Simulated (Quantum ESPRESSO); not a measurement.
# MgO (Periclase): a worked LO-TO splitting

Wanted: the LO mode of MgO (Periclase) from the TO mode and the field response.

Program: Quantum ESPRESSO 7.5. Level of theory: DFT LDA, scalar-relativistic, plane waves, GBRV ultrasoft pseudopotentials. Results are calculated unless marked as measured.

The database entry behind the starting cell differs from later determinations by our own check (about 0.1 % long), so it need not match the best structure at ambient conditions.

## 1. The relaxed structure

It takes space group Fm-3m (No. 225, cubic). Conventional cell: a = 4.163 Å, b = 4.163 Å, c = 4.163 Å, α = 90.00°, β = 90.00°, γ = 90.00°. Nearest to Mg lie 6 O at 2.08 Å. Nearest to O lie 6 Mg at 2.08 Å. Farther neighbours and most contacts between anions are not listed.

Coordinates:

```xyz
2
Lattice="-2.0815 0.0000 2.0815 0.0000 2.0815 2.0815 -2.0815 2.0815 0.0000" Properties=species:S:1:pos:R:3 pbc="T T T"
Mg    0.0000    0.0000    0.0000
O    -2.0815    2.0815    2.0815
```

This is the cell after its relaxation at this level of theory, not the database cell from which that began.

## 2. What the response run gave

A linear-response run on the relaxed cell, with the response to an electric field; only its zone-centre results are used. Cutoff 55 Ry, k mesh 12×12×12.

Output:

```text
[banners, grids, parts of the stress and lines that vanish by symmetry left out]
Program PHONON v.7.5
     Reading xml data from directory:

[...]
Exchange-correlation= PZ
                           (   1   1   0   0   0   0   0)
[...]
kinetic-energy cut-off    =      55.0000  Ry
     charge density cut-off    =     440.0000  Ry
     convergence threshold     =      1.0E-18
[...]
Exchange-correlation= PZ
                           (   1   1   0   0   0   0   0)
[...]
q = (   0.0000000   0.0000000   0.0000000 )
     49 Sym.Ops. (with q -> -q+G )
     G cutoff =  344.8682  (  18907 G-vectors)     FFT grid: ( 40, 40, 40)
     G cutoff =  172.4341  (   6735 G-vectors)  smooth grid: ( 27, 27, 27)
     number of k points=    72
[...]
Mode symmetry, O_h (m-3m)  point group:
[...]
Dielectric constant
[...]
End of electric fields calculation
          Dielectric constant in cartesian axis
          (       3.187739194       0.000000000       0.000000000 )
          (       0.000000000       3.187739194      -0.000000000 )
          (       0.000000000      -0.000000000       3.187739194 )
          Effective charges (d Force / dE) in cartesian axis without acoustic sum rule applied (asr)
           atom    1  Mg    Mean Z*:        1.97248
      Ex  (        1.97248       -0.00000        0.00000 )
      Ey  (       -0.00000        1.97248        0.00000 )
      Ez  (       -0.00000       -0.00000        1.97248 )
           atom    2  O     Mean Z*:       -1.96984
      Ex  (       -1.96984       -0.00000        0.00000 )
      Ey  (       -0.00000       -1.96984        0.00000 )
      Ez  (        0.00000        0.00000       -1.96984 )
          Effective charges Sum: Mean:        0.00264
[...]
Effective charges (d Force / dE) in cartesian axis with asr applied:
           atom    1  Mg    Mean Z*:        1.97116
[...]
atom    2  O     Mean Z*:       -1.97116
[...]
Representation #   1 modes #   1   2   3
[...]
End of self-consistent calculation
     Convergence has been achieved
     Representation #   2 modes #   4   5   6
[...]
End of self-consistent calculation
     Convergence has been achieved
[...]
Dielectric constant in cartesian axis
          (       3.187739194       0.000000000       0.000000000 )
          (       0.000000000       3.187739194      -0.000000000 )
          (       0.000000000      -0.000000000       3.187739194 )
          Effective charges (d Force / dE) in cartesian axis without acoustic sum rule applied (asr)
           atom    1  Mg    Mean Z*:        1.97248
      Ex  (        1.97248       -0.00000        0.00000 )
      Ey  (       -0.00000        1.97248        0.00000 )
      Ez  (       -0.00000       -0.00000        1.97248 )
           atom    2  O     Mean Z*:       -1.96984
      Ex  (       -1.96984       -0.00000        0.00000 )
      Ey  (       -0.00000       -1.96984        0.00000 )
      Ez  (        0.00000        0.00000       -1.96984 )
          Effective charges Sum: Mean:        0.00264
[...]
Effective charges (d Force / dE) in cartesian axis with asr applied:
           atom    1  Mg    Mean Z*:        1.97116
[...]
atom    2  O     Mean Z*:       -1.97116
[...]
q = (    0.000000000   0.000000000   0.000000000 )
[...]
freq (    1) =      -0.428762 [THz] =     -14.301958 [cm-1]
     freq (    2) =      -0.428762 [THz] =     -14.301958 [cm-1]
     freq (    3) =      -0.428762 [THz] =     -14.301958 [cm-1]
     freq (    4) =      12.245876 [THz] =     408.478447 [cm-1]
     freq (    5) =      12.245876 [THz] =     408.478447 [cm-1]
     freq (    6) =      12.245876 [THz] =     408.478447 [cm-1]
[...]
Mode symmetry, O_h (m-3m)  point group:
     freq (   1-   3) =        -14.3  [cm-1]   --> T_1u G_15  G_4- I
     freq (   4-   6) =        408.5  [cm-1]   --> T_1u G_15  G_4- I

   JOB DONE.
```

```csv
quantity,value
cell volume Ω (Å³),18.036
mass of Mg (u),24.305
mass of O (u),15.999
"Born charge of Mg, raw (e)",1.972
"Born charge of O, raw (e)",-1.970
ε∞,3.188
ω(TO) after the sum rule (cm⁻¹),408.7
```

## 3. The calculation

The charges must sum to zero over the cell; taking off their mean, 0.001 e, leaves Z* = 1.971 e on Mg. In the polar mode Mg moves against O, so the reduced mass is μ = 24.30 × 16.00 / 40.30 = 9.648 u.

A longitudinal wave builds up a field that adds to the restoring force: ω(LO)² = ω(TO)² + 4π Z*² / (μ Ω ε∞), in Hartree atomic units. With μ = 17587 electron masses and Ω = 121.71 bohr³ the second term is 7.1556e-06 Ha², or 344679 cm⁻² (1 Ha = 219474.6 cm⁻¹).

So ω(LO) = √(167060 + 344679) = 715.4 cm⁻¹, and by the Lyddane-Sachs-Teller relation ε₀ = ε∞ (ω(LO)/ω(TO))² = 9.76.

## 4. Check against the program

The analysis program adds the same non-analytic term to the full matrix, here for q along (1 0 0).

Output:

```text
[banner, memory and clock lines left out]
Program DYNMAT v.7.5

     Reading Dynamical Matrix from file g.dyn
     ...Force constants read
     ...epsilon and Z* read

     Polarizability (A^3 units)
     multiply by 0.578287 for Clausius-Mossotti correction
         3.139890    0.000000    0.000000
         0.000000    3.139890   -0.000000
         0.000000   -0.000000    3.139890

     IR activities are in (D/A)^2/amu units

# mode   [cm-1]    [THz]      IR
    1     -0.00   -0.0000    0.0000
    2     -0.00   -0.0000    0.0000
    3      0.00    0.0000    0.0000
    4    408.73   12.2534    9.2912
    5    408.73   12.2534    9.2912
    6    715.36   21.4459    9.2912
```

ε₀ comes from the program's run without a direction of q.

```csv
quantity,by hand,program
ω(LO) (cm⁻¹),715.4,715.4
ε₀,9.76,9.76
```

## 5. Summary of results

| Item | Value |
| --- | --- |
| TO mode | 408.7 cm⁻¹ |
| LO mode | 715.4 cm⁻¹ |
| static dielectric constant | 9.765 |

What this shows: The LO mode of MgO (Periclase) lies at 715 cm⁻¹, 307 cm⁻¹ above the TO mode; the formula meets the program within 0.1 cm⁻¹, as it must for a cubic crystal with one polar mode. ω(LO)² − ω(TO)² goes with Z*²/ε∞: an error of 5 % in ε∞ would move the LO mode by 11.6 cm⁻¹, and semilocal functionals tend to overestimate ε∞. The acoustic modes of the response miss zero by 14 cm⁻¹, a numerical error that can touch the optical modes as well. These are harmonic values at zero temperature, at the volume of this functional, for the structure held cubic; stability elsewhere in the zone is no part of this calculation.

[Host names and launcher messages were left out of these logs when they were recorded.]

[Logs are printed without paths, hosts, clocks, repeated set-up lines and the standing remarks that a program may print on its own settings, such as how far it seeks lower states.]

[Hosts, paths, dates, database ids (printed as entryN), source tags and the programs' standing remarks are cut or masked in the printed files.]
